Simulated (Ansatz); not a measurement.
## Li(110) slab, 5 layers: phonons and vibrational spectra

Task: relax Li(110) slab, 5 layers, then find its harmonic phonons.

Calculated with Ansatz 0.2.0; DFT PBEsol, scalar-relativistic, plane waves, PAW; PAW set soft_1.

This is a report of a sequence of runs, with most program output left out.

**1. Starting point**

The cell holds 5 atoms: 5 Li. Its edges and angles: a = 3.022 Å, b = 3.022 Å, c = 22.871 Å, α = 90.0°, β = 90.0°, γ = 70.5°. Vacuum lies along c.

**2. Bringing the structure to rest**

Harmonic phonons are second derivatives at a point where the forces vanish, and they are wanted at zero stress, so atoms and cell are relaxed first.

The program solves this slab on a cell height of its own, 43.5 Å, in place of the one typed.

Input file input.yaml:

```yaml
crystal:
  lattice:
    - [1.745, 2.4678, 0.0]
    - [-1.745, 2.4678, 0.0]
    - [0.0, 0.0, 22.87121]
  atoms:
    - { symbol: Li, position: [0.0, 0.0, 0.2842] }
    - { symbol: Li, position: [0.5, 0.5, 0.3921] }
    - { symbol: Li, position: [0.0, 0.0, 0.5] }
    - { symbol: Li, position: [0.5, 0.5, 0.6079] }
    - { symbol: Li, position: [0.0, 0.0, 0.7158] }
  periodic: [true, true, false]
kpoints:
  mp_grid: { grid: [12, 12, 1] }
hamiltonian:
  xc: pbesol
  pseudopotentials: { kind: paw, azcp: { folder: soft_1 }, xc_functional: pbe }
scf:
  occupations: { method: gaussian, width: 0.1 }
output:
  forces: true
  stress: true
  eigenvalues: true
  write_density: true
  write_potential: true
  elf: true
  volumetric_format: npy
relax:
  adjacent_minimum: "off"
  f_tol: 0.005
  max_steps: 80
  cell: { stress_2d_tol: 0.02 }
```

On the command line:

```console
$ ansatz run input.yaml --threads 8 --pin off --max-ram 16384MiB --backend cpu --events-out ev --progress --plain --runs-dir out
```

Run time: 18 s. Hardware: 8 threads of Arm Neoverse V2, shared host; peak memory 0.86 GiB.

Relaxation path:

```csv
step,energy less that of the first step (eV),largest force component (eV/Å),volume (Å³)
1,0.0000,0.0968,375.01
2,-0.0192,0.0133,373.22
3,-0.0205,0.0035,371.32
4,-0.0231,0.0067,366.05
5,-0.0243,0.0138,354.06
6,-0.0278,0.0024,363.59
7,-0.0288,0.0030,362.95
8,-0.0290,0.0004,362.85
9*,-0.0289,0.0004,362.85
```

Relaxation steps marked * repeat the geometry before them on a plane-wave basis chosen anew for their cell, so energy and pressure can jump there.

Forces are held to the 8 operations that the run works with; a distortion that breaks them can't arise in this run.

```csv
cell as run,before,after,change
a (Å),3.022,3.025,+0.1 %
b (Å),3.022,3.025,+0.1 %
γ (°),70.53,65.58,-7.0 %
```

The atoms that moved most (Å, along periodic axes as changes of fractional coordinates times the final cell, across vacuum about the mean position):

```csv
atom,dx,dy,dz,length
Li1,0.000,0.000,0.124,0.124
Li5,0.000,0.000,-0.124,0.124
Li4,0.000,0.000,-0.018,0.018
Li2,0.000,0.000,0.018,0.018
```

Numbers from this step:

```
gap on the k-mesh : 0 eV
area per atom     : 1.667 Å²
```

Electrostatic potential energy in the ac plane at fractional y = 0.000, with atoms of Li within 0.2 Å of it. With pseudopotentials it is smooth inside the atoms' cores, unlike the true potential.

Ten even steps from '_' (-14 eV) to '@' (0 eV), each cell a mean:
```
@@@@@@@@@@@@@@@@@@@@@@@@@@@@@@@@
@@@@@@@@@@@@@@@@@@@@@@@@@@@@@@@@
@@@@@@@@@@@@@@@@@@@@@@@@@@@@@@@@
@@@@@@@@@@@@@@@@@@@@@@@@@@@@@@@@
@@@@@@@@@@@@@@@@@@@@@@@@@@@@@@@@
@@@@@@@@@@@@@@@@@@@@@@@@@@@@@@@@
@@@@@@@@@@@@@@@@@@@@@@@@@@@@@@@@
@@@@@@@@@@@@@@@@@@@@@@@@@@@@@@@@
@@@@@@@@@@@@@@@@@@@@@@@@@@@@@@@@
@@@@@@@@@@@@@@@@@@@@@@@@@@@@@@@@
@@@@@@@@@@@@@@@@@@@@@@@@@@@@@@@@
@@@@@@@@@@@@@@@@@@@@@@@@@@@@@@@@
@@@@@@@@@@@@@@@@@@@@@@@@@@@@@@@@
@@@@@@@@@@@@@@@@@@@@@@@@@@@@@@@@
------==**##%%%%%%%%%%##**==----
--====++##%%%%@@@@@@%%%%##++====
@@@@@@@@@@@@@@@@@@@@@@@@@@@@@@@@
______::++##%%%%@@%%%%##++::____
####%%%%%%%%@@@@@@@@@@%%%%%%%%##
######%%%%%%@@@@@@@@@@%%%%%%####
______::++##%%%%%%%%%%##++::____
@@@@@@@@@@@@@@@@@@@@@@@@@@@@@@@@
@@@@@@@@@@@@@@@@@@@@@@@@@@@@@@@@
@@@@@@@@@@@@@@@@@@@@@@@@@@@@@@@@
```
Columns run along a (3.0 Å; values clipped at the 3rd and 97th percentile), rows up along c (43.5 Å). Atoms in or near the plane, at fractional coordinates: Li at (0.00, 0.15), Li at (0.00, 0.26), Li at (0.00, 0.37).

ELF in the ac plane at fractional y = 0.000, with atoms of Li within 0.2 Å of it. It is the smooth field of the valence electrons, not physical close to the nuclei.

Ten even steps from '0' (0.00 × 1e-1) to '9' (7.05 × 1e-1), each cell a mean:
```
0000000000000000
0000000000000000
0000000000000000
0000000000000000
0000000000000000
0000000000000000
0000000000000000
0000000000000000
0000000000000000
0000000000000000
0000000000000000
0000000000000000
0000000000000000
1111111222111111
4431236898632134
6654468999864456
8888888888888888
7741125787521147
6666778888877666
5555678898876555
7741126999621147
1112233333332211
0000000000000000
0000000000000000
```
Columns run along a (3.0 Å), rows up along c (43.5 Å). Atoms in or near the plane, at fractional coordinates: Li at (0.00, 0.15), Li at (0.00, 0.26), Li at (0.00, 0.37).

Valence density in the ac plane at fractional y = 0.000, with atoms of Li within 0.2 Å of it. It is the smooth field of the valence electrons, not physical close to the nuclei.

Ten steps, logarithmic in the rise over the least value, from '_' (0.0 e/Å³) to '@' (3.3 e/Å³), each cell a mean:
```
________________________________
________________________________
________________________________
________________________________
________________________________
________________________________
________________________________
________________________________
________________________________
________________________________
________________________________
________________________________
________________________________
________________________________
%%##++::..................::++##
%%##++--::::::::::::::::::--++##
::::::::::::::::::::::::::::::::
@@@@##--::::::::::::::::::--##@@
::::::::::::::::::::::::::::::::
::::::::::::::::::::::::::::::::
@@@@##--::..............::--##@@
________________________________
________________________________
________________________________
```
Columns run along a (3.0 Å), rows up along c (43.5 Å). Atoms in or near the plane, at fractional coordinates: Li at (0.00, 0.15), Li at (0.00, 0.26), Li at (0.00, 0.37).

**3. Relaxing to small forces for the phonons**

Phonons need a cell at rest on their own settings, so the relaxation is repeated with tight tolerances on forces and stress on the k mesh and occupations of the first response run.

Input file input.yaml:

```yaml
crystal:
  lattice:
    - [1.6383055727, 2.543242439, 0.0]
    - [-1.6383055727, 2.543242439, 0.0]
    - [0.0, 0.0, 43.542428472]
  atoms:
    - { symbol: Li, position: [0.0, 0.0, 0.1521273192] }
    - { symbol: Li, position: [0.5, 0.5, 0.2063695496] }
    - { symbol: Li, position: [0.0, 0.0, 0.2626313093] }
    - { symbol: Li, position: [0.5, 0.5, 0.318893069] }
    - { symbol: Li, position: [0.0, 0.0, 0.3731352994] }
  periodic: [true, true, false]
kpoints:
  mp_grid: { grid: [12, 12, 1] }
hamiltonian:
  xc: pbesol
  pseudopotentials: { kind: paw, azcp: { folder: soft_1 }, xc_functional: pbe }
scf:
  occupations: { method: methfessel_paxton, width: 0.2 }
output:
  forces: true
  stress: true
  eigenvalues: true
relax:
  adjacent_minimum: "off"
  f_tol: 0.001
  max_steps: 60
  cell: { stress_2d_tol: 0.002 }
```

Elapsed: 14 s, on 8 threads; peak memory 0.91 GiB.

Little changed from the start: no atom moved by 0.005 Å and no cell edge by 0.1 %.

The largest force component left is 0.017 meV/Å, within the tolerances set.

**4. Modes at Γ**

The zone centre comes first: it holds the modes that light can see, as far as symmetry allows. No field response is asked, since the mesh shows no gap.

input.yaml, the sections that differ from step 3:

```yaml
crystal:
  lattice:
    - [1.6378411399, 2.5445227772, 0.0]
    - [-1.6378411399, 2.5445227772, 0.0]
    - [0.0, 0.0, 43.542428472]
  atoms:
    - { symbol: Li, position: [0.0, 0.0, 0.1521231316] }
    - { symbol: Li, position: [0.5, 0.5, 0.2063741612] }
    - { symbol: Li, position: [0.0, 0.0, 0.2626313093] }
    - { symbol: Li, position: [0.5, 0.5, 0.3188884574] }
    - { symbol: Li, position: [0.0, 0.0, 0.373139487] }
  periodic: [true, true, false]
output:
  eigenvalues: true
phonons:
  method: dfpt
# kpoints, hamiltonian, scf: as in step 3
# relax: removed
```

Elapsed: 35 s, on 8 threads; peak memory 1.3 GiB; 4 min of CPU time.

This step gave:

- sum-rule residual before enforcement: 5.53e-6 eV/Å²
- point group: mmm
- highest optical mode at the zone centre (no LO-TO term): 320.3 cm⁻¹
- lowest optical zone-centre mode: -55.65 cm⁻¹

Patterns of degenerate modes are one choice out of their space. Modes at Γ (negative means imaginary):

```csv
mode,frequency (cm⁻¹),symmetry
1,-55.6,B2u
2,-50.2,B3g
3,-34.7,B2u
4,-15.7,B3g
5,0.0,acoustic
6,0.0,acoustic
7,0.0,acoustic
8,61.9,B2g
9,102.9,Ag
10,121.6,B3u
11,167.0,B2g
12,185.3,B3u
13,196.3,B1u
14,276.0,Ag
15,320.3,B1u
```

Displacements in mode 1 (-55.6 cm⁻¹), the largest set to 1:
```
Li1  0.00 -0.57  0.00
Li2  0.00  1.00  0.00
Li3  0.00 -0.85  0.00
Li4  0.00  1.00  0.00
Li5  0.00 -0.57  0.00
```

Displacements in mode 4 (-15.7 cm⁻¹), the largest set to 1:
```
Li1  0.00  1.00  0.00
Li2  0.00  0.77  0.00
Li3  0.00  0.00  0.00
Li4  0.00 -0.77  0.00
Li5  0.00 -1.00  0.00
```

Before it was imposed, the acoustic sum rule was missed by 5.5e-6 eV/Å². Small misses are needed for a sound result but don't prove that mesh and cutoff are converged. The lowest optical mode is imaginary, 55.6i cm⁻¹, so the energy falls along it.

**5. Phonons on a q mesh**

Stability and thermal properties need the whole zone. Linear response on a 4×4×1 q mesh gives force constants as far as a supercell of that size would.

input.yaml: that of step 4 with these lines changed.

```diff
@@ -23 +23,6 @@
   method: dfpt
+  qmesh: [4, 4, 1]
+  temperatures: { t_max: 1000, t_step: 50 }
+  qpath:
+    path: [[0.0, 0.0, 0.0], [0.5, 0.5, 0.0], [0.6464212, 0.3535788, 0.0]]
+    npoints: 10
```

The job ended after 7.9 min (8 threads; peak memory 2.2 GiB; 60 min of CPU time).

Numbers from this step:

```
sum-rule residual before enforcement                    : 5.49e-6 eV/Å²
lowest frequency on the path                            : -55.65 cm⁻¹
highest frequency on the path or at a solved wavevector : 340 cm⁻¹
lowest mode on the q mesh (acoustic modes at Γ apart)   : -55.65 cm⁻¹
```

Frequencies (cm⁻¹) solved at each irreducible wavevector; negative means imaginary. Frequencies by wavevector, by row:

```csv
q in reciprocal lattice units,star,mode 1,mode 2,mode 3,mode 4,mode 13,mode 14,mode 15
0 0 0,1,-55.6,-50.2,-34.7,-15.7,196.3,276,320.3
0 0.25 0,4,61.3,71.1,93.5,96.2,266.9,289.6,311.3
0 -0.5 0,2,91.8,107.7,127.7,134.2,315.3,323.2,324.8
0.25 0.25 0,2,-20.3,96.5,128,147.2,254.2,286,321.9
0.25 -0.5 0,4,92.3,120.4,143.6,196.9,304.5,314.5,319.6
0.25 -0.25 0,2,121.5,132.9,185,198.7,291.7,309.4,313.8
-0.5 -0.5 0,1,-36.3,88.2,180.4,200.9,327.5,327.7,339.9
```

Interpolated from a 4×4×1 q mesh. The phonon branches at the labelled points (cm⁻¹):

```csv
point,branch 1,branch 2,branch 3,branch 4,branch 12,branch 13,branch 14,branch 15
Γ,-56,-50,-35,-16,185,196,276,320
halfway,-20,96,128,147,237,254,286,322
Y,-36,88,180,201,314,328,328,340
halfway,70,76,164,213,307,321,323,333
C0,109,120,162,203,303,307,319,321
```

Tetrahedra on a 24×24×1 mesh, mean over bins of 5 cm-1. Interpolated from a 4×4×1 q mesh. Table of phonon density of states by wavenumber; read off at these points:

wavenumber (cm⁻¹), phonon density of states (1/cm⁻¹/cell) and a bar:
```
    -40.0      0.001 
    -20.0      0.004 #
      0.0      0.004 #
     20.0      0.005 #
     40.0      0.009 ##
     60.0      0.016 ####
     80.0      0.039 ##########
    100.0      0.044 ###########
    112.5      0.051 #############
    120.0      0.045 ############
    140.0      0.042 ###########
    160.0      0.043 ###########
    180.0      0.051 #############
    200.0      0.053 ##############
    220.0      0.057 ###############
    237.5      0.059 ################
    240.0      0.053 ##############
    260.0      0.049 #############
    280.0      0.079 #####################
    300.0      0.084 ######################
    307.5      0.090 ########################
    317.5      0.112 ##############################
    320.0      0.099 ##########################
    340.0      0.005 #
```

Symmetry leaves 7 wavevectors to solve. The lowest mode among them, the acoustic zeros apart, lies at Γ and is imaginary, 55.6i cm⁻¹, so the energy falls along it.

**6. Summary of results**

```json
{
  "space group after relaxation (within 0.01 Å)": "Cmmm",
  "area per atom": "1.67 Å²",
  "electronic character": "no gap on this mesh",
  "highest optical mode at the zone centre (no LO-TO term)": "320 cm⁻¹",
  "lowest optical zone-centre mode": "-55.6 cm⁻¹",
  "lowest mode on the q mesh (acoustic modes at Γ apart)": "-55.6 cm⁻¹",
  "highest frequency on the path or at a solved wavevector": "340 cm⁻¹",
  "imaginary modes on the 4×4×1 q mesh": "yes"
}
```

**Reading.** Modes are clearly imaginary (beyond 10i cm⁻¹) at 3 of the 7 irreducible wavevectors, most at Γ (55.6i cm⁻¹), so this structure is not a minimum of the energy. The optical modes at Γ span -56 to 320 cm⁻¹ (negative means imaginary). With no gap, or one that is small against the smearing, the frequencies hang on the k mesh and the smearing, most of all near Kohn anomalies. In a sheet or slab the interpolated bending branch near Γ is rough, since the rotational sum rule isn't imposed. The PAW files were made for PBE and serve the other functionals too. The starting cell was built on a prototype and not taken from a measurement. These are harmonic frequencies at zero temperature: anharmonic shifts, linewidths and thermal expansion are left out.

[Logs are printed without paths, hosts, clocks, repeated set-up lines and the standing remarks that a program may print on its own settings, such as how far it seeks lower states.]

[Hosts, paths, dates, database ids (printed as entryN), source tags and the programs' standing remarks are cut or masked in the printed files.]
